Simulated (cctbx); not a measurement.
# Interatomic vectors of V2NiS3

Space group Immm (no. 71), a = 3.8920 Å, b = 5.4440 Å, c = 11.5380 Å, α = 90.00°, β = 90.00°, γ = 90.00°, content Ni2 V4 S6.

Simulated single-crystal data (cctbx): Mo Kα, λ = 0.71073 Å, to d = 0.77 Å, 80 % of the full sphere, strongest reflection 70000 counts, noise from counting, a 1.5 % proportional error and a noise floor of 4 counts (s.d.); no absorption.

Patterson synthesis, origin scaled to 1000:

```text
Patterson group I m m m
      u       v       w   height  length (A)
  0.000   0.000   0.000   1000.0     0.00
  0.000   0.500   0.000    863.8     2.72
  0.000   0.000   0.334    856.9     3.85
  0.000   0.500   0.337    838.7     4.74
  0.000   0.382   0.500    -28.7     6.13
  0.000   0.120   0.158    -29.4     1.94
  0.000   0.117   0.500    -30.8     5.80
```

**Question.** Which atom pairs make the peaks, and where is the heaviest atom?

A peak at u stands for all pairs with xi − xj = u, with weight Σ ZiZj against Σ Z² = 5220 at the origin. Peak heights follow these weights only roughly, since form factors, motion and series ripples differ, all vectors within 0.55 Å of a peak are counted as merged into it though the farther ones add only part of their weight, and F(000) is left out, which lowers the whole map:

| u | v | w | shortest length (Å) | height | 1000 ΣZiZj/ΣZ² | pairs in the cell |
| --- | --- | --- | --- | --- | --- | --- |
| 0.000 | 0.500 | 0.000 | 2.72 | 864 | 907 | 8 × V–S, 4 × Ni–S |
| 0.000 | 0.000 | 0.334 | 3.85 | 857 | 990 | 4 × Ni–V, 6 × S–S, 2 × V–V |
| 0.000 | 0.500 | 0.337 | 2.71 | 839 | 907 | 8 × V–S, 4 × Ni–S |

The table stops at ten peaks or at a height of 45, below which ripples compete. In the model behind the data Ni, the heaviest element, has 1 independent site: (0, 0, 0), up to an allowed shift of origin. No listed peak is a Ni–Ni vector, so the position follows from the cell content and the cross vectors. The whole model:

| atom | mult. | x | y | z | Ueq (Å²) |
| --- | --- | --- | --- | --- | --- |
| Ni1 | 2 | 0 | 0 | 0 | 0.0314 |
| V1 | 4 | 1/2 | 1/2 | 0.8322 | 0.0666 |
| S1 | 4 | 1/2 | 0 | 0.8437 | 0.0299 |
| S2 | 2 | 0 | 1/2 | 0 | 0.0239 |

The model was made for the exercise: a known structure type with other elements put in, its volume estimated, not relaxed; displacement parameters are assumed.

[Logs are printed without paths, hosts, clocks, repeated set-up lines and the standing remarks that a program may print on its own settings, such as how far it seeks lower states.]
